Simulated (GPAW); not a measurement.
Consider CsMgF3 (Pm-3m).

```
Cs Mg F
1.0
     4.25231    0.00000    0.00000
     0.00000    4.25231    0.00000
     0.00000    0.00000    4.25231
Cs Mg F
1 1 3
Cartesian
  0.0000 0.0000 0.0000
  2.1262 2.1262 2.1262
  2.1262 2.1262 0.0000
  2.1262 0.0000 2.1262
  0.0000 2.1262 2.1262
```

Absorber: atom 3, with 2 Mg at 2.13 Å (linear, site symmetry 4/mmm). Method: GPAW, LDA, full core hole (charged cell), 10-atom cell with 6.0 Å between holes, 5×5×5 k points, dipole transitions, Gaussian full width 0.9 eV up to 4 eV, rising linearly to 3.5 eV at 25 eV.

Q: Where do the maxima of the F K edge fall?

Main maxima up to 24 eV above the zero (height): 2.8 eV (2.28), 4.0 eV (2.15), 5.7 eV (1.90), 8.5 eV (1.08), 19.4 eV (1.06) and 23.8 eV (1.21). A K edge sees empty p states on the absorber. The total-energy difference plus the lowest empty eigenvalue puts the zero at 690.01 eV. One term is added: -9.89 eV, since the hole is spin-paired here and a spin-polarised one costs that much less in the free atom (computed apart). The photon energy is then 680.12 eV. The functional and the charged cell's background leave an error in such absolute values: in the free atom LDA prices this hole 4.7 eV below PBE (computed apart), and PBE is itself good to a few eV.

The F K spectrum (energy from the lowest empty level; intensity scaled to a mean of 1 over the first 20 eV):

```csv
E (eV),intensity
-2.0,0.00
-1.4,0.00
-0.8,0.00
-0.2,0.01
0.4,0.04
1.0,0.15
1.6,0.33
2.2,1.13
2.8,2.28
3.4,1.78
4.0,2.15
4.6,1.78
5.2,1.78
5.8,1.89
6.4,1.57
7.0,1.23
7.6,1.04
8.2,1.06
8.8,1.06
9.4,0.95
10.0,0.84
10.6,0.74
11.2,0.65
11.8,0.58
12.4,0.57
13.0,0.62
13.6,0.69
14.2,0.73
14.8,0.73
15.4,0.69
16.0,0.66
16.6,0.68
17.2,0.75
17.8,0.85
18.4,0.97
19.0,1.05
19.6,1.06
20.2,1.01
20.8,0.97
21.4,0.97
22.0,1.02
22.6,1.11
23.2,1.18
23.8,1.21
24.4,1.19
25.0,1.12
25.6,1.02
26.2,0.91
26.8,0.81
27.4,0.72
28.0,0.67
28.6,0.67
29.2,0.70
29.8,0.76
30.4,0.84
31.0,0.94
31.6,1.05
```

The holes are only 6.0 Å apart, so the shape is probably not converged with cell size; no larger cell was run here. The mesh is coarse (0.30 Å⁻¹ between points), so small maxima may be mesh ripples. Lifetime broadening is put in by hand, and intensities beyond about 20 eV depend on it and on the partial waves. The structure is a computed Materials Project entry and may be a hypothetical form.

[Banner, clock and machine lines of the logs are left out without a mark of their own.]

[Logs are printed without paths, hosts, clocks, repeated set-up lines and the standing remarks that a program may print on its own settings, such as how far it seeks lower states.]

[Hosts, paths, dates, database ids (printed as entryN), source tags and the programs' standing remarks are cut or masked in the printed files.]

[Lists of maxima count a maximum above −3 eV only where it reaches 4 % of the highest in the window and stands out from its surroundings by 2 % of it (1.5 % where it reaches 55 %); shoulders and weaker maxima are passed over, and of the rest the first, up to two pre-edge ones and the few strongest are named.]
